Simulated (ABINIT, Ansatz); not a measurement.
# MgS (Niningerite): zone-centre phonons

Aim: the zone-centre modes of MgS (Niningerite).

Program: ABINIT 10.8.3. Level of theory: DFT LDA, scalar-relativistic, plane waves, PseudoDojo norm-conserving pseudopotentials. Results are calculated unless marked as measured.

## (1) Set-up

It takes space group Fm-3m (No. 225, cubic). Conventional cell: a = 5.132 Å, b = 5.132 Å, c = 5.132 Å, α = 90.00°, β = 90.00°, γ = 90.00°. Nearest to Mg lie 6 S at 2.57 Å. Nearest to S lie 6 Mg at 2.57 Å. Farther neighbours and most contacts between anions are not listed.

As a file:

```cif
data_structure
_symmetry_space_group_name_H-M 'Fm-3m'
_symmetry_Int_Tables_number 225
_cell_length_a 5.1320
_cell_length_b 5.1320
_cell_length_c 5.1320
_cell_angle_alpha 90.000
_cell_angle_beta 90.000
_cell_angle_gamma 90.000
_cell_volume 135.16
loop_
_atom_site_label
_atom_site_type_symbol
_atom_site_symmetry_multiplicity
_atom_site_Wyckoff_symbol
_atom_site_fract_x
_atom_site_fract_y
_atom_site_fract_z
_atom_site_occupancy
Mg1 Mg 4 a 0.00000 0.00000 0.00000 1
S1 S 4 b 0.50000 0.00000 0.00000 1
```

## (2) Relaxation

The harmonic expansion needs vanishing forces, and a free crystal bears no stress, so cell and atoms are brought to rest. Stress is more sensitive to the basis than forces are: the last 3 Ha under the cutoff are smoothed with ecutsm, and the cutoff is raised above that of the later runs.

The starting cell comes from a relaxation made beforehand in Ansatz (LDA, PseudoDojo NC).

relax.abi reads:

```
# relaxation
ionmov 2
optcell 2
dilatmx 1.08
ntime 40
tolmxf 1.0d-05
tolvrs 1.0d-14
prtwf 0
prtden 0
chksymtnons 0

# basis, mesh and filling
ecut 47.0
ecutsm 3.0
ngkpt 8 8 8
nshiftk 1
shiftk 0.0 0.0 0.0
istwfk *1
occopt 1
nband 8
nstep 100
diemac 9.0
prtebands 0
prtgsr 0
useylm 1

# cell and atoms
acell 6.857539871 6.857539871 6.857539871
rprim 
    0.0 0.7071067812 0.7071067812
    0.7071067812 0.0 0.7071067812
    0.7071067812 0.7071067812 0.0
ntypat 2
znucl 12 16
natom 2
typat 1 2
xred 
    0.0 0.0 0.0
    0.5 0.5 0.5
pp_dirpath "./pseudo"
pseudos "Mg.upf, S.upf"
```

Started as:

```console
$ OMP_NUM_THREADS=1 mpirun -n 2 abinit relax.abi > relax.log
```

Numbers of over 12 decimals in the logs are rounded to 6 here.

relax.abo, the main output file:

```text
[banners, grids, parts of the stress and lines that vanish by symmetry left out]
- input  file    -> relax.abi
- output file    -> relax.abo
- root for input  files -> relaxi
[...]
Symmetries : space group Fm -3 m (#225); Bravais cF (face-center cubic)
[...]
mpw =        4477          nfft =      110592          nkpt =          29
[...]
== DATASET  1 ==================================================================
[...]
cutoff_energies: {ecut:  47.0, pawecutdg:  -1.0, }
[...]
ETOT  1  -70.398604985755    -7.040E+01 3.681E-01 2.092E+02
 ETOT  2  -70.448004952631    -4.940E-02 6.351E-06 1.857E+01
 ETOT  3  -70.449492623428    -1.488E-03 1.490E-05 3.519E-01
 ETOT  4  -70.449508908346    -1.628E-05 1.394E-07 2.808E-03
 ETOT  5  -70.449509105951    -1.976E-07 1.125E-08 8.515E-04
[...]
At SCF step   10       vres2   =  1.98E-15 < tolvrs=  1.00E-14 =>converged.
[...]
sigma(1 1)=  5.24335280E-07  sigma(3 2)=  0.00000000E+00
  sigma(2 2)=  5.24335280E-07  sigma(3 1)=  0.00000000E+00
  sigma(3 3)=  5.24335280E-07  sigma(2 1)=  0.00000000E+00
[...]
convergence: {deltae:  6.409E-12, res2:  1.983E-15, residm:  1.068E-18, diffor: null, }
etotal    :  -7.04495092E+01
[...]
ETOT  1  -70.449509196177    -7.045E+01 2.924E-12 3.073E-04
[...]
At SCF step    8       vres2   =  1.69E-16 < tolvrs=  1.00E-14 =>converged.
[...]
sigma(1 1)=  3.91099612E-07  sigma(3 2)=  0.00000000E+00
  sigma(2 2)=  3.91099612E-07  sigma(3 1)=  0.00000000E+00
  sigma(3 3)=  3.91099612E-07  sigma(2 1)=  0.00000000E+00
[...]
convergence: {deltae: -1.393E-12, res2:  1.685E-16, residm:  1.089E-20, diffor: null, }
etotal    :  -7.04495092E+01
[...]
ETOT  1  -70.449509094831    -7.045E+01 7.807E-13 2.647E-03
[...]
ETOT  7  -70.449509216495    -3.581E-12 2.535E-17 1.281E-13
 ETOT  8  -70.449509216496    -1.222E-12 9.710E-20 1.390E-15
 At SCF step    8       vres2   =  1.39E-15 < tolvrs=  1.00E-14 =>converged.
[...]
sigma(1 1)= -9.58838278E-11  sigma(3 2)=  0.00000000E+00
  sigma(2 2)= -9.58838295E-11  sigma(3 1)=  0.00000000E+00
  sigma(3 3)= -9.58838295E-11  sigma(2 1)=  0.00000000E+00
[...]
convergence: {deltae: -1.222E-12, res2:  1.390E-15, residm:  9.710E-20, diffor: null, }
etotal    :  -7.04495092E+01
[...]
At Broyd/MD step   3, gradients are converged :
[...]
sigma(1 1)= -9.58838278E-11  sigma(3 2)=  0.00000000E+00
  sigma(2 2)= -9.58838295E-11  sigma(3 1)=  0.00000000E+00
  sigma(3 3)= -9.58838295E-11  sigma(2 1)=  0.00000000E+00
[...]
- sigma(1 1)= -2.82099961E-06  sigma(3 2)=  0.00000000E+00
- sigma(2 2)= -2.82099966E-06  sigma(3 1)=  0.00000000E+00
- sigma(3 3)= -2.82099966E-06  sigma(2 1)=  0.00000000E+00
[...]
fcart     -0.0000000000E+00 -0.0000000000E+00 -0.0000000000E+00
           strten     -9.5883827787E-11 -9.5883829522E-11 -9.5883829522E-11
================================================================================

[key lines of the parts left out:]
pressure_GPa:   2.8210E-06
Total energy (etotal) [Ha]= -7.04495092164958E+01
```

The job ended after 33 s (2 MPI ranks of Arm Neoverse V2, shared host; 66 s of CPU time).

Little changed from the start: no atom moved by 0.005 Å and no cell edge by 0.1 %.

Read from the output:

```
volume per atom : 16.89 Å³
pressure        : 2.82e-6 GPa
```

## (3) Self-consistent run for the response

The response is built on these wavefunctions, so the potential is converged far more tightly than an energy would need. The mesh is shifted off Γ, since shifted meshes converge sums over the zone faster.

gs.abi reads:

```
# ground state
tolvrs 1.0d-16
prtden 1
prtwf 1

# basis, mesh and filling
ecut 38.0
ngkpt 6 6 6
nshiftk 4
shiftk 
    0.5 0.5 0.5
    0.5 0.0 0.0
    0.0 0.5 0.0
    0.0 0.0 0.5
istwfk *1
occopt 1
nband 8
nstep 100
diemac 9.0
prtebands 0
prtgsr 0
useylm 1

# cell and atoms
acell 6.857115421 6.857115421 6.857115421
rprim 
    0.0 0.7071067812 0.7071067812
    0.7071067812 0.0 0.7071067812
    0.7071067812 0.7071067812 0.0
ntypat 2
znucl 12 16
natom 2
typat 1 2
xred 
    0.0 0.0 0.0
    0.5 0.5 0.5
pp_dirpath "./pseudo"
pseudos "Mg.upf, S.upf"
```

Started as:

```console
$ OMP_NUM_THREADS=1 mpirun -n 2 abinit gs.abi > gs.log
```

gs.abo, the main output file:

```text
[banners, grids, parts of the stress and lines that vanish by symmetry left out]
- input  file    -> gs.abi
- output file    -> gs.abo
- root for input  files -> gsi
[...]
Symmetries : space group Fm -3 m (#225); Bravais cF (face-center cubic)
[...]
mpw =        2598          nfft =       64000          nkpt =          28
[...]
== DATASET  1 ==================================================================
[...]
cutoff_energies: {ecut:  38.0, pawecutdg:  -1.0, }
[...]
ETOT  1  -70.391558317031    -7.039E+01 4.919E-01 1.280E+02
 ETOT  2  -70.447423328265    -5.587E-02 7.630E-06 1.355E+01
 ETOT  3  -70.449284431872    -1.861E-03 1.717E-05 1.758E-01
 ETOT  4  -70.449297291466    -1.286E-05 1.155E-07 1.162E-03
 ETOT  5  -70.449297469593    -1.781E-07 1.125E-08 3.636E-04
[...]
ETOT 10  -70.449297547842    -1.336E-12 8.550E-19 7.010E-16
 ETOT 11  -70.449297547836     6.366E-12 2.134E-21 2.088E-17
 At SCF step   11       vres2   =  2.09E-17 < tolvrs=  1.00E-16 =>converged.
[...]
sigma(1 1)=  1.85536796E-05  sigma(3 2)=  0.00000000E+00
  sigma(2 2)=  1.85536796E-05  sigma(3 1)=  0.00000000E+00
  sigma(3 3)=  1.85536796E-05  sigma(2 1)=  0.00000000E+00
[...]
convergence: {deltae:  6.366E-12, res2:  2.088E-17, residm:  2.134E-21, diffor: null, }
etotal    :  -7.04492975E+01
[...]
sigma(1 1)=  1.85536796E-05  sigma(3 2)=  0.00000000E+00
  sigma(2 2)=  1.85536796E-05  sigma(3 1)=  0.00000000E+00
  sigma(3 3)=  1.85536796E-05  sigma(2 1)=  0.00000000E+00
[...]
- sigma(1 1)=  5.45868101E-01  sigma(3 2)=  0.00000000E+00
- sigma(2 2)=  5.45868101E-01  sigma(3 1)=  0.00000000E+00
- sigma(3 3)=  5.45868101E-01  sigma(2 1)=  0.00000000E+00
[...]
fcart     -0.0000000000E+00 -0.0000000000E+00 -0.0000000000E+00
           strten      1.8553679637E-05  1.8553679637E-05  1.8553679637E-05
================================================================================

[key lines of the parts left out:]
pressure_GPa:  -5.4587E-01
```

It took 9.9 s on 2 MPI ranks.

This step gave:

| Item | Value |
| --- | --- |
| pressure | -0.5459 GPa |

The cell stands at -0.55 GPa: the relaxation ran with a smoothed and higher cutoff and on another k mesh.

## (4) The gap at rest

Empty bands on the ground state's density check that the gap assumed so far is there in this cell.

gap.abi reads:

```
# empty bands on the ground state's density
iscf -2
getden_filepath "gso_DEN"
tolwfr 1.0d-12
nbdbuf 2
prtwf 0

# basis, mesh and filling
ecut 38.0
ngkpt 8 8 8
nshiftk 1
shiftk 0.0 0.0 0.0
istwfk *1
occopt 1
nband 12
nstep 100
diemac 9.0
prtebands 0
prtgsr 0
useylm 1

# cell and atoms
acell 6.857115421 6.857115421 6.857115421
rprim 
    0.0 0.7071067812 0.7071067812
    0.7071067812 0.0 0.7071067812
    0.7071067812 0.7071067812 0.0
ntypat 2
znucl 12 16
natom 2
typat 1 2
xred 
    0.0 0.0 0.0
    0.5 0.5 0.5
pp_dirpath "./pseudo"
pseudos "Mg.upf, S.upf"
```

Started as:

```console
$ OMP_NUM_THREADS=1 mpirun -n 2 abinit gap.abi > gap.log
```

gap.abo, the main output file:

```text
[banners, grids, parts of the stress and lines that vanish by symmetry left out]
- input  file    -> gap.abi
- output file    -> gap.abo
- root for input  files -> gapi
[...]
Symmetries : space group Fm -3 m (#225); Bravais cF (face-center cubic)
[...]
mpw =        2637          nfft =       64000          nkpt =          29
[...]
== DATASET  1 ==================================================================
[...]
cutoff_energies: {ecut:  38.0, pawecutdg:  -1.0, }
[...]
-outvars: echo values of variables after computation
            acell      6.8571154210E+00  6.8571154210E+00  6.8571154210E+00 Bohr
================================================================================
```

It took 7.8 s on 2 MPI ranks; 16 s of CPU time.

This step gave:

- gap on the k-mesh: 2.648 eV

In this cell the gap on the mesh is 2.6 eV, indirect (smallest direct 3.8 eV), so fixed occupations hold.

## (5) Linear response at Γ

The derivative of the wavefunctions by k comes first, since the response to a field is built on it; then the field and the displacements that symmetry doesn't supply are solved at q = 0.

It reads the wavefunctions written in step 3.

dfpt_gamma.abi reads:

```
ndtset 2

# common to the responses
getwfk_filepath "gso_WFK"
kptopt 2
nqpt 1
qpt 0.0 0.0 0.0
asr 0
chneut 0

# d/dk
rfelfd1 2
rfdir1 1 1 1
iscf1 -3
tolwfr1 1.0d-20

# displacements, field
rfphon2 1
rfatpol2 1 2
rfdir2 1 1 1
rfelfd2 3
getddk2 1
tolvrs2 1.0d-10
prtwf2 0

# basis, mesh and filling
ecut 38.0
ngkpt 6 6 6
nshiftk 4
shiftk 
    0.5 0.5 0.5
    0.5 0.0 0.0
    0.0 0.5 0.0
    0.0 0.0 0.5
istwfk *1
occopt 1
nband 8
nstep 100
diemac 9.0
prtebands 0
prtgsr 0
useylm 1

# cell and atoms
acell 6.857115421 6.857115421 6.857115421
rprim 
    0.0 0.7071067812 0.7071067812
    0.7071067812 0.0 0.7071067812
    0.7071067812 0.7071067812 0.0
ntypat 2
znucl 12 16
natom 2
typat 1 2
xred 
    0.0 0.0 0.0
    0.5 0.5 0.5
pp_dirpath "./pseudo"
pseudos "Mg.upf, S.upf"
```

Started as:

```console
$ OMP_NUM_THREADS=1 mpirun -n 2 abinit dfpt_gamma.abi > dfpt_gamma.log
```

dfpt_gamma.abo, the main output file:

```text
[banners, grids, parts of the stress and lines that vanish by symmetry left out]
- input  file    -> dfpt_gamma.abi
- output file    -> dfpt_gamma.abo
- root for input  files -> dfpt_gammai
[...]
DATASET    1 : space group Fm -3 m (#225); Bravais cF (face-center cubic)
[...]
nfft =       64000          nkpt =         432
[...]
DATASET    2 : space group Fm -3 m (#225); Bravais cF (face-center cubic)
[...]
nfft =       64000          nkpt =         432
[...]
== DATASET  1 ==================================================================
[...]
cutoff_energies: {ecut:  38.0, pawecutdg:  -1.0, }
[...]
- 16.00000   6.00000  180309                  znucl, zion, pspdat
[...]
Perturbation : derivative vs k along direction   1
[...]
-ETOT  1  -22.458388691989     -2.246E+01 1.909E-01 0.000E+00
 ETOT  2  -22.476502673653     -1.811E-02 5.831E-04 0.000E+00
 ETOT  3  -22.476541842597     -3.917E-05 1.901E-06 0.000E+00
 ETOT  4  -22.476541974500     -1.319E-07 1.426E-08 0.000E+00
 ETOT  5  -22.476541975018     -5.183E-10 1.054E-10 0.000E+00
[...]
At SCF step   10   max residual=  1.00E-20 < tolwfr=  1.00E-20 =>converged.
[...]
Perturbation : derivative vs k along direction   2
[...]
-ETOT  1  -22.458388691697     -2.246E+01 1.909E-01 0.000E+00
[...]
At SCF step   10   max residual=  1.00E-20 < tolwfr=  1.00E-20 =>converged.
[...]
Perturbation : derivative vs k along direction   3
[...]
-ETOT  1  -22.458388691405     -2.246E+01 1.909E-01 0.000E+00
[...]
At SCF step   10   max residual=  1.00E-20 < tolwfr=  1.00E-20 =>converged.
[...]
1        1       1.2515212708   -0.0000000000
     1        2       0.6257606354    0.0000000000
     1        3       0.6257606354   -0.0000000000
     2        1       0.6257606354    0.0000000000
     2        2       1.2515212708    0.0000000000
     2        3       0.6257606354    0.0000000000
     3        1       0.6257606354   -0.0000000000
     3        2       0.6257606354    0.0000000000
     3        3       1.2515212708   -0.0000000000
[...]
== DATASET  2 ==================================================================
[...]
cutoff_energies: {ecut:  38.0, pawecutdg:  -1.0, }
[...]
Perturbation : displacement of atom   1   along direction   1
[...]
-ETOT  1   3.160695     -1.246E+04 1.590E+01 3.511E+02
[...]
At SCF step    9       vres2   =  6.04E-12 < tolvrs=  1.00E-10 =>converged.
[...]
Perturbation : displacement of atom   2   along direction   1
[...]
-ETOT  1   2.282736     -3.270E+02 1.146E+00 2.742E+03
[...]
At SCF step    8       vres2   =  5.84E-11 < tolvrs=  1.00E-10 =>converged.
[...]
Perturbation : homogeneous electric field along direction   1
[...]
-ETOT  1  -94.088606224212     -9.409E+01 3.173E+00 4.581E+04
[...]
ETOT  8  -105.09122362473     -1.089E-10 9.581E-13 2.202E-09
 ETOT  9  -105.09122362474     -1.052E-12 3.469E-15 3.968E-11
 At SCF step    9       vres2   =  3.97E-11 < tolvrs=  1.00E-10 =>converged.
[...]
Dielectric tensor, in cartesian coordinates,
[...]
1    4   1    4         5.5993753544        -0.0000000000
   1    4   2    4         0.0000000000        -0.0000000000
   1    4   3    4         0.0000000000        -0.0000000000
   2    4   1    4         0.0000000000        -0.0000000000
   2    4   2    4         5.5993753544        -0.0000000000
   2    4   3    4         0.0000000000        -0.0000000000
   3    4   1    4         0.0000000000        -0.0000000000
   3    4   2    4         0.0000000000        -0.0000000000
   3    4   3    4         5.5993753544        -0.0000000000
  Effective charges, in cartesian coordinates,
[...]
1    1   1    4         2.3026519301         0.0000000000
   2    1   1    4        -0.0000000000         0.0000000000
   3    1   1    4         0.0000000000         0.0000000000
   1    2   1    4        -2.3022748535         0.0000000000
   2    2   1    4        -0.0000000000         0.0000000000
[...]
Effective charges, in cartesian coordinates,
[...]
2    4   1    2         0.0000000000         0.0000000000
   3    4   1    2         0.0000000000         0.0000000000
   1    4   2    2         0.0000000000         0.0000000000
   2    4   2    2        -2.3022749700         0.0000000000
   3    4   2    2         0.0000000000         0.0000000000
   1    4   3    2         0.0000000000         0.0000000000
   2    4   3    2         0.0000000000         0.0000000000
   3    4   3    2        -2.3022749700         0.0000000000
  Phonon wavevector (reduced coordinates) :  0.00000  0.00000  0.00000
 Phonon energies in Hartree :
[...]
Phonon frequencies in cm-1    :
-  5.539770E+00  5.539770E+00  5.539770E+00  2.516020E+02  2.516020E+02
-  2.516020E+02
  Phonon at Gamma, with non-analyticity in the
[...]
Phonon energies in Hartree :
[...]
Phonon frequencies in cm-1    :
-  5.539770E+00  5.539770E+00  5.540550E+00  2.516020E+02  2.516020E+02
-  4.037896E+02
  Phonon at Gamma, with non-analyticity in the
[...]
Phonon energies in Hartree :
[...]
Phonon frequencies in cm-1    :
-  5.539770E+00  5.539770E+00  5.540550E+00  2.516020E+02  2.516020E+02
-  4.037896E+02
  Phonon at Gamma, with non-analyticity in the
[...]
Phonon energies in Hartree :
[...]
Phonon frequencies in cm-1    :
-  5.539770E+00  5.539770E+00  5.540550E+00  2.516020E+02  2.516020E+02
-  4.037896E+02
[...]
fcart2     0.0000000000E+00  0.0000000000E+00  0.0000000000E+00
           strten2     0.0000000000E+00  0.0000000000E+00  0.0000000000E+00
================================================================================
```

It took 7.6 min on 2 MPI ranks; 15 min of CPU time.

Numbers from this step:

```
miss of the charge sum rule                                       : 3.77e-4 e
largest acoustic frequency at the zone centre before the sum rule : 5.54 cm⁻¹
highest optical zone-centre mode (no LO-TO term)                  : 251.6 cm⁻¹
lowest optical zone-centre mode                                   : 251.6 cm⁻¹
mean high-frequency dielectric constant                           : 5.599
largest Born charge in size (third of the trace)                  : 2.303 e
```

Born charge (rows field, columns displacement), before the sum rule (e), principal values of the symmetric part by kind of site:

```tsv
atom	atoms with these values	low	middle	high	mean
Mg1	1	2.30	2.30	2.30	2.30
S2	1	-2.30	-2.30	-2.30	-2.30
```

In full for S2:

```
-2.30  0.00  0.00
 0.00 -2.30  0.00
 0.00  0.00 -2.30
```

High-frequency dielectric tensor:

```
5.60 0.00 0.00
0.00 5.60 0.00
0.00 0.00 5.60
```

The acoustic modes at Γ come out as far as 5.5 cm⁻¹ from zero, where they should vanish, a small numerical error; the Born charges miss their sum rule by 3.8e-4 e, which is good.

[end of part 1 of 3]

[Host names and launcher messages were left out of these logs when they were recorded.]

[Logs are printed without paths, hosts, clocks, repeated set-up lines and the standing remarks that a program may print on its own settings, such as how far it seeks lower states.]

[Hosts, paths, dates, database ids (printed as entryN), source tags and the programs' standing remarks are cut or masked in the printed files.]
